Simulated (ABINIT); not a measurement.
**TaAgO3 (R3c): G0W0 on several meshes in ABINIT**

Wanted: mesh dependence and cost of G0W0 for TaAgO3 (R3c).

Method: LDA and many-body steps on it, plane waves, in ABINIT 10.8.3.

## (1) Starting point

It takes space group R3c (No. 161, trigonal). Conventional cell: a = 5.528 Å, b = 5.528 Å, c = 13.716 Å, α = 90.00°, β = 90.00°, γ = 120.00°. Nearest to Ta lie 6 O at 1.94 to 2.03 Å. Nearest to Ag lie 3 O at 2.46 Å. O has 2 Ta at 1.94 to 2.03 Å and 1 Ag at 2.46 Å nearest. Farther neighbours and most contacts between anions are not listed.

The cell and positions come from the Crystallography Open Database and are kept as given unless a step says otherwise. Spin-orbit coupling is left out unless a step names it.

## (2) Empty states on the mesh, 4×4×4 mesh, 369 bands

This step: ABINIT 10.8.3; DFT, LDA, plane waves, norm-conserving pseudopotentials.

The sums over transitions need many empty states on a uniform mesh; this step solves for them.

File run.abi:

```
acell 3*1.0 Angstrom
rprim 
  2.764050000011 1.595825011582 4.571966666692
  -2.764050000011 1.595825011582 4.571966666692
  -0.000000000000 -3.191650023098 4.571966666716
ntypat 3
znucl 73 47 8
natom 10
typat 1 1 2 2 3 3 3 3 3 3
xred 
  0.000000000000 0.000000000000 0.000000000000
  0.500000000000 0.500000000000 0.500000000000
  0.249200000000 0.249200000000 0.249200000000
  0.749200000000 0.749200000000 0.749200000000
  0.810800000000 0.700900000000 0.241300000000
  0.241300000000 0.810800000000 0.700900000000
  0.700900000000 0.241300000000 0.810800000000
  0.741300000000 0.200900000000 0.310800000000
  0.200900000000 0.310800000000 0.741300000000
  0.310800000000 0.741300000000 0.200900000000
pp_dirpath "pseudos"
pseudos "Ta.upf, Ag.upf, O.upf"
ecut 39
ngkpt 4 4 4
nshiftk 1
shiftk 0 0 0
kptopt 1
chksymbreak 0
iscf -2
irdden 1
istwfk *1
nband 369
nbdbuf 32
tolwfr 1e-09
nstep 60
prtvol 0
indata_prefix "in"
outdata_prefix "out"
tmpdata_prefix "tmp"
```

Started as:

```sh
$ OMP_NUM_THREADS=1 mpirun -n 4 abinit run.abi > log
```

Numbers of over 12 decimals in the logs are rounded to 6 here.

Log:

```text
.Version 10.8.3 of ABINIT. v10.8.2 released Aug 2026.

 Symmetries : space group R3 c (#161); Bravais hR (rhombohedral)
[... echo of the input left out ...]
== DATASET  1 ==================================================================
-   mpi_nproc: 4, omp_nthreads: 1 (-1 if OMP is not activated)

--- !DatasetInfo
iteration_state: {dtset: 1, }
dimensions: {natom: 10, nkpt: 13, mband: 369, nsppol: 1, nspinor: 1, nspden: 1, mpw: 9534, }
cutoff_energies: {ecut:  39.0, pawecutdg:  -1.0, }
[...]
3.80459    3.80839    3.80839    3.83173    3.83173    3.86693    3.86693    3.86964
   3.88974    3.89210    3.89212    3.92125    3.94370    3.94866    3.94936    4.00173
   4.00930
 prteigrs : prtvol=0 or 1, do not print more k-points.

== END DATASET(S) ==============================================================
================================================================================

 -outvars: echo values of variables after computation  --------
            nband         369
             nkpt          13
          spgroup         161
 [... the other variables as echoed above ...]

 Calculation completed.
```

Elapsed: 19 min, on 4 MPI ranks of Arm Neoverse V1, shared host; peak memory 1.1 GiB.

This step gave:

* gap: 1.976 eV
* k of the valence top: -0.25, 0.25, 0.25
* k of the conduction bottom: 0.5, 0.5, 0
* least direct gap: 2.048 eV
* k points computed: 13
* lowest point of the top converged band, above the valence top: 92.5443 eV

On this mesh the gap is 1.976 eV.

The density comes from a self-consistent run that is not shown.

## (3) Screening, 4×4×4 mesh, 167 bands, screening to 114.3 eV

The RPA dielectric matrix is built and inverted for each q.

This step: RPA screening on LDA, plane waves, norm-conserving pseudopotentials.

Edit run.abi of step 2 so:

```diff
@@ -28,10 +28,11 @@
 chksymbreak 0
-iscf -2
-irdden 1
 istwfk *1
-nband 369
-nbdbuf 32
-tolwfr 1e-09
-nstep 60
-prtvol 0
+occopt 1
+irdwfk 1
+optdriver 3
+nband 167
+ecuteps 4.2
+inclvkb 2
+awtr 1
+symchi 1
 indata_prefix "in"
```

Log:

```text
.Version 10.8.3 of ABINIT. v10.8.2 released Aug 2026.

 Symmetries : space group R3 c (#161); Bravais hR (rhombohedral)
[... echo of the input left out ...]
== DATASET  1 ==================================================================
-   mpi_nproc: 4, omp_nthreads: 1 (-1 if OMP is not activated)

--- !DatasetInfo
iteration_state: {dtset: 1, }
dimensions: {natom: 10, nkpt: 13, mband: 167, nsppol: 1, nspinor: 1, nspden: 1, mpw: 9534, }
cutoff_energies: {ecut:  39.0, pawecutdg:  -1.0, }
electrons: {nelect:   1.00000000E+02, charge:   0.00000000E+00, occopt:   1.00000000E+00, tsmear:   1.00000000E-02, }

 SCREENING: Calculation of the susceptibility and dielectric matrices

 Based on a program developped by R.W. Godby, V. Olevano, G. Onida, and L. Reining.
 Incorporated in ABINIT by V. Olevano, G.-M. Rignanese, and M. Torrent.
.Using double precision arithmetic ; gwpc =  8

[... cell and pseudopotentials left out ...]
--------------------------------------------------------------------------------

 ==== K-mesh for the wavefunctions ====
 Number of points in the irreducible wedge :    13
[... list of points left out ...]
 Together with  6 symmetry operations and time-reversal symmetry
 yields    64 points in the full Brillouin Zone.

 ==== Q-mesh for the screening function ====
 Number of points in the irreducible wedge :    13
[... list of points left out ...]
 Together with  6 symmetry operations and time-reversal symmetry
 yields    64 points in the full Brillouin Zone.

 setmesh: FFT mesh size selected  =    40x   40x   40
          total number of points  =        64000

 vcoul_init : cutoff-mode = AUXILIARY_FUNCTION
 q-points for optical limit:   1
     1)      0.000010    0.000020    0.000030

- screening: taking advantage of time-reversal symmetry
- Maximum band index for partially occupied states nbvw = 50
- Remaining bands to be divided among processors   nbcw = 117
- Number of bands treated by each node ~29

 Number of electrons calculated from density =  100.0000; Expected =  100.0000
 average of density, n =  0.122467
 r_s =    1.2492
 omega_plasma =   33.7571 [eV]

 calculating chi0 at frequencies [eV] :
  1    0.000000E+00    0.000000E+00
  2    0.000000E+00    3.375706E+01

--------------------------------------------------------------------------------
  q-point number  1        q = ( 0.000000, 0.000000, 0.000000) [r.l.u.]
--------------------------------------------------------------------------------
[... chi0 elements left out ...]
 For q-point:  0.000010 0.000020 0.000030
  dielectric constant =   6.7249
  dielectric constant without local fields =   7.0627

  Average fulfillment of the sum rule on Im[epsilon] for q-point    1 :     50.20  [%]
[... wings left out ...]
  q-point number  2        q = ( 0.250000, 0.000000, 0.000000) [r.l.u.]
--------------------------------------------------------------------------------
[... chi0 elements left out ...]
  Average fulfillment of the sum rule on Im[epsilon] for q-point    2 :     61.97  [%]

 [... 11 further q-points ...]
```

Elapsed: 19 min, on 4 MPI ranks; peak memory 5.6 GiB; 75 min of CPU time.

This step gave:

- ε∞ with local fields, on this mesh, along the program's q direction: 6.725
- the same without local fields: 7.063
- plasma frequency: 33.76 eV
- plane waves in the screening matrix: 331

Local fields lower ε∞ by 5 %.

## (4) 4×4×4

The self-energy is evaluated for the states that the input lists, and the levels follow from it, in one-shot runs by the linearised quasiparticle equation.

This step: G0W0 on LDA, plane waves, norm-conserving pseudopotentials.

Edit run.abi of step 3 so:

```diff
@@ -31,8 +31,19 @@
 irdwfk 1
-optdriver 3
+optdriver 4
 nband 167
+gwcalctyp 0
+ecutsigx 39
+symsigma 1
+nkptgw 3
+kptgw 
+  -0.2500000000 0.2500000000 0.2500000000
+  0.5000000000 0.5000000000 0.0000000000
+  0.0000000000 0.0000000000 0.0000000000
+bdgw 
+  49 52
+  49 52
+  49 53
 ecuteps 4.2
-inclvkb 2
-awtr 1
-symchi 1
+irdscr 1
+ppmodel 1
 indata_prefix "in"
```

Log:

```text
.Version 10.8.3 of ABINIT. v10.8.2 released Aug 2026.

 Symmetries : space group R3 c (#161); Bravais hR (rhombohedral)
[... echo of the input left out ...]
== DATASET  1 ==================================================================
-   mpi_nproc: 4, omp_nthreads: 1 (-1 if OMP is not activated)

--- !DatasetInfo
iteration_state: {dtset: 1, }
dimensions: {natom: 10, nkpt: 13, mband: 167, nsppol: 1, nspinor: 1, nspden: 1, mpw: 9534, }
cutoff_energies: {ecut:  39.0, pawecutdg:  -1.0, }
electrons: {nelect:   1.00000000E+02, charge:   0.00000000E+00, occopt:   1.00000000E+00, tsmear:   1.00000000E-02, }

 SIGMA: Calculation of the GW corrections

 Based on a program developped by R.W. Godby, V. Olevano, G. Onida, and L. Reining.
 Incorporated in ABINIT by V. Olevano, G.-M. Rignanese, and M. Torrent.
.Using double precision arithmetic ; gwpc =  8

[... cell and pseudopotentials left out ...]
--------------------------------------------------------------------------------

 ==== K-mesh for the wavefunctions ====
 Number of points in the irreducible wedge :    13
[... list of points left out ...]
 Together with  6 symmetry operations and time-reversal symmetry
 yields    64 points in the full Brillouin Zone.

 ==== Q-mesh for screening function ====
 Number of points in the irreducible wedge :    13
[... list of points left out ...]
 Together with  6 symmetry operations and time-reversal symmetry
 yields    64 points in the full Brillouin Zone.

 vcoul_init : cutoff-mode = AUXILIARY_FUNCTION
 q-points for optical limit:   1
     1)      0.000010    0.000020    0.000030
 setmesh: FFT mesh size selected  =    60x   60x   60
          total number of points  =       216000

 Number of electrons calculated from density =  100.0000; Expected =  100.0000
 average of density, n =  0.122467
 r_s =    1.2492
 omega_plasma =   33.7571 [eV]

 === KS Band Gaps ===
  >>>> For spin  1
   Minimum direct gap =   2.0481 [eV], located at k-point      :   0.5000  0.5000  0.0000
   Fundamental gap    =   1.9763 [eV], Top of valence bands at :  -0.2500  0.2500  0.2500
                                       Bottom of conduction at :   0.5000  0.5000  0.0000
 SIGMA fundamental parameters:
 PLASMON POLE MODEL  1
 number of plane-waves for SigmaX                 9481
 number of plane-waves for SigmaC and W            331
 number of plane-waves for wavefunctions          9481
 number of bands                                   167
 number of independent spin polarizations            1
 number of spinorial components                      1
 number of k-points in IBZ                          13
 number of q-points in IBZ                          13
 number of symmetry operations                       6
 number of k-points in BZ                           64
 number of q-points in BZ                           64
 number of frequencies for dSigma/dE                 9
 frequency step for dSigma/dE [eV]                0.25
 number of omega for Sigma on real axis              0
 max omega for Sigma on real axis  [eV]           0.00
 zcut for avoiding poles [eV]                     0.10

 EPSILON^-1 parameters (SCR file):
 dimension of the eps^-1 matrix on file            331
 dimension of the eps^-1 matrix used               331
 number of plane-waves for wavefunctions          9481
 number of bands                                   167
 number of q-points in IBZ                          13
 number of frequencies                               2
 number of real frequencies                          1
 number of imag frequencies                          1

 matrix elements of self-energy operator (all in [eV])

 Perturbative Calculation

--- !SelfEnergy_ee
iteration_state: {dtset: 1, }
kpoint     : [  -0.250,    0.250,    0.250, ]
spin       : 1
KS_gap     :    2.726
QP_gap     :    4.628
Delta_QP_KS:    1.902
data: !SigmaeeData |
     Band     E0 <VxcDFT>   SigX SigC(E0)      Z dSigC/dE  Sig(E)    E-E0       E
       49   6.419 -22.885 -28.550   5.236   0.798  -0.254 -23.227  -0.342   6.077
       50   6.582 -23.337 -29.095   5.300   0.799  -0.252 -23.703  -0.365   6.216
       51   9.308 -16.095 -10.350  -3.882   0.825  -0.213 -14.559   1.536  10.844
       52  10.507 -16.597 -10.557  -4.071   0.818  -0.222 -14.986   1.611  12.118

--- !SelfEnergy_ee
iteration_state: {dtset: 1, }
kpoint     : [   0.500,    0.500,    0.000, ]
spin       : 1
KS_gap     :    2.048
QP_gap     :    3.949
Delta_QP_KS:    1.901
data: !SigmaeeData |
     Band     E0 <VxcDFT>   SigX SigC(E0)      Z dSigC/dE  Sig(E)    E-E0       E
       49   6.487 -23.212 -28.902   5.217   0.800  -0.250 -23.590  -0.378   6.109
       50   6.510 -23.311 -29.091   5.296   0.800  -0.251 -23.698  -0.387   6.123
[...]
--- !SelfEnergy_ee
iteration_state: {dtset: 1, }
kpoint     : [   0.000,    0.000,    0.000, ]
spin       : 1
KS_gap     :    2.209
QP_gap     :    3.555
Delta_QP_KS:    1.346
data: !SigmaeeData |
     Band     E0 <VxcDFT>   SigX SigC(E0)      Z dSigC/dE  Sig(E)    E-E0       E
[...]
51   8.631 -14.819  -9.749  -3.601   0.834  -0.199 -13.594   1.225   9.856
       52   8.757 -16.237 -10.688  -3.770   0.830  -0.204 -14.760   1.476  10.233
       53   8.757 -16.237 -10.688  -3.770   0.830  -0.204 -14.760   1.476  10.233

== END DATASET(S) ==============================================================
================================================================================

 -outvars: echo values of variables after computation  --------
           etotal      0.0000000000E+00
            nband         167
             nkpt          13
          spgroup         161
 [... the other variables as echoed above ...]

 Calculation completed.
```

The job ended after 94 s (4 MPI ranks; peak memory 3.6 GiB).

Numbers from this step:

| Item | Value |
| --- | --- |
| G0W0 gap on the points computed | 3.555 eV |
| starting gap on the mesh | 1.976 eV |
| k of the valence top | 0, 0, 0 |
| k of the conduction bottom | 0, 0, 0 |
| Z at the valence top | 0.786 |
| Z at the conduction bottom | 0.834 |
| least direct G0W0 gap on the computed points | 3.555 eV |

The gap on the mesh goes from 1.98 eV to 3.55 eV, a correction of +1.58 eV.

## (5) Empty states on the mesh, 2×2×2 mesh, 183 bands

This step: DFT, LDA, plane waves, norm-conserving pseudopotentials.

Edit run.abi of step 4 so:

```diff
@@ -23,3 +23,3 @@
 ecut 39
-ngkpt 4 4 4
+ngkpt 2 2 2
 nshiftk 1
@@ -28,22 +28,10 @@
 chksymbreak 0
+iscf -2
+irdden 1
 istwfk *1
-occopt 1
-irdwfk 1
-optdriver 4
-nband 167
-gwcalctyp 0
-ecutsigx 39
-symsigma 1
-nkptgw 3
-kptgw 
-  -0.2500000000 0.2500000000 0.2500000000
-  0.5000000000 0.5000000000 0.0000000000
-  0.0000000000 0.0000000000 0.0000000000
-bdgw 
-  49 52
-  49 52
-  49 53
-ecuteps 4.2
-irdscr 1
-ppmodel 1
+nband 183
+nbdbuf 16
+tolwfr 1e-09
+nstep 60
+prtvol 0
 indata_prefix "in"
```

Log:

```text
.Version 10.8.3 of ABINIT. v10.8.2 released Aug 2026.

 Symmetries : space group R3 c (#161); Bravais hR (rhombohedral)
[... echo of the input left out ...]
== DATASET  1 ==================================================================
-   mpi_nproc: 4, omp_nthreads: 1 (-1 if OMP is not activated)

--- !DatasetInfo
iteration_state: {dtset: 1, }
dimensions: {natom: 10, nkpt: 4, mband: 183, nsppol: 1, nspinor: 1, nspden: 1, mpw: 9516, }
cutoff_energies: {ecut:  39.0, pawecutdg:  -1.0, }
[...]
2.02056    2.02575    2.02764    2.04163    2.04163    2.05102    2.05793    2.06846
   2.06846    2.08191    2.08191    2.12123    2.12123    2.13213    2.15635    2.15635
   2.16355    2.16357    2.17219    2.17856    2.17862    2.19456    2.22020
 prteigrs : prtvol=0 or 1, do not print more k-points.

== END DATASET(S) ==============================================================
================================================================================

 -outvars: echo values of variables after computation  --------
            nband         183
             nkpt           4
          spgroup         161
 [... the other variables as echoed above ...]

 Calculation completed.
```

Elapsed: 90 s, on 4 MPI ranks; peak memory 0.52 GiB.

Numbers from this step:

```
gap                                                           : 2.024 eV
k of the valence top                                          : 0.5, 0, 0
k of the conduction bottom                                    : 0.5, 0.5, 0
least direct gap                                              : 2.048 eV
k points computed                                             : 4
lowest point of the top converged band, above the valence top : 48.95 eV
```

On this mesh the gap is 2.024 eV.

## (6) Screening, 2×2×2 mesh, 167 bands, screening to 114.3 eV

This step: RPA screening on LDA, plane waves, norm-conserving pseudopotentials.

Edit run.abi of step 5 so:

```diff
@@ -28,10 +28,11 @@
 chksymbreak 0
-iscf -2
-irdden 1
 istwfk *1
-nband 183
-nbdbuf 16
-tolwfr 1e-09
-nstep 60
-prtvol 0
+occopt 1
+irdwfk 1
+optdriver 3
+nband 167
+ecuteps 4.2
+inclvkb 2
+awtr 1
+symchi 1
 indata_prefix "in"
```

Log:

```text
.Version 10.8.3 of ABINIT. v10.8.2 released Aug 2026.

 Symmetries : space group R3 c (#161); Bravais hR (rhombohedral)
[... echo of the input left out ...]
== DATASET  1 ==================================================================
-   mpi_nproc: 4, omp_nthreads: 1 (-1 if OMP is not activated)

--- !DatasetInfo
iteration_state: {dtset: 1, }
dimensions: {natom: 10, nkpt: 4, mband: 167, nsppol: 1, nspinor: 1, nspden: 1, mpw: 9516, }
cutoff_energies: {ecut:  39.0, pawecutdg:  -1.0, }
electrons: {nelect:   1.00000000E+02, charge:   0.00000000E+00, occopt:   1.00000000E+00, tsmear:   1.00000000E-02, }

 SCREENING: Calculation of the susceptibility and dielectric matrices

 Based on a program developped by R.W. Godby, V. Olevano, G. Onida, and L. Reining.
 Incorporated in ABINIT by V. Olevano, G.-M. Rignanese, and M. Torrent.
.Using double precision arithmetic ; gwpc =  8

[... cell and pseudopotentials left out ...]
--------------------------------------------------------------------------------

 ==== K-mesh for the wavefunctions ====
 Number of points in the irreducible wedge :     4
[... list of points left out ...]
 Together with  6 symmetry operations and time-reversal symmetry
 yields     8 points in the full Brillouin Zone.

 ==== Q-mesh for the screening function ====
 Number of points in the irreducible wedge :     4
[... list of points left out ...]
 Together with  6 symmetry operations and time-reversal symmetry
 yields     8 points in the full Brillouin Zone.

 setmesh: FFT mesh size selected  =    40x   40x   40
          total number of points  =        64000

 vcoul_init : cutoff-mode = AUXILIARY_FUNCTION
 q-points for optical limit:   1
     1)      0.000010    0.000020    0.000030

- screening: taking advantage of time-reversal symmetry
- Maximum band index for partially occupied states nbvw = 50
- Remaining bands to be divided among processors   nbcw = 117
- Number of bands treated by each node ~29

 Number of electrons calculated from density =  100.0000; Expected =  100.0000
 average of density, n =  0.122467
 r_s =    1.2492
 omega_plasma =   33.7571 [eV]

 calculating chi0 at frequencies [eV] :
  1    0.000000E+00    0.000000E+00
  2    0.000000E+00    3.375706E+01

--------------------------------------------------------------------------------
  q-point number  1        q = ( 0.000000, 0.000000, 0.000000) [r.l.u.]
--------------------------------------------------------------------------------
[... chi0 elements left out ...]
 For q-point:  0.000010 0.000020 0.000030
  dielectric constant =   8.5437
  dielectric constant without local fields =   8.9895

  Average fulfillment of the sum rule on Im[epsilon] for q-point    1 :     50.12  [%]
[... wings left out ...]
  q-point number  2        q = ( 0.500000, 0.000000, 0.000000) [r.l.u.]
--------------------------------------------------------------------------------
[... chi0 elements left out ...]
  Average fulfillment of the sum rule on Im[epsilon] for q-point    2 :     56.62  [%]

 [... 2 further q-points ...]
```

Run time: 1.9 min. Hardware: 4 MPI ranks; peak memory 2.4 GiB; 7.5 min of CPU time.

Numbers from this step:

```yaml
eps_infinity_with_local_fields_on_this_mesh_along_the_program_s_q_direction: 8.544
the_same_without_local_fields: 8.989
plasma_frequency: 33.76 eV
plane_waves_in_the_screening_matrix: 331
```

[end of part 1 of 2]

[Paths, hosts, dates, memory and timing lines, banners, echoed tables and standing remarks are left out of the program output.]

[Logs are printed without paths, hosts, clocks, repeated set-up lines and the standing remarks that a program may print on its own settings, such as how far it seeks lower states.]

[Runs of the session that timed out or met a known fault of the program may be left out.]

[Hosts, paths, dates, database ids (printed as entryN), source tags and the programs' standing remarks are cut or masked in the printed files.]

[G0W0 gaps are taken among the corrected bands and points alone; a level outside them can change the order at an edge.]

[Where Ansatz stands beside ABINIT at settings called matched, ABINIT's density can come from a denser mesh and the files from another edition; pairs whose starting gaps differed by over 0.03 eV were left out, so agreement reads better than it is.]
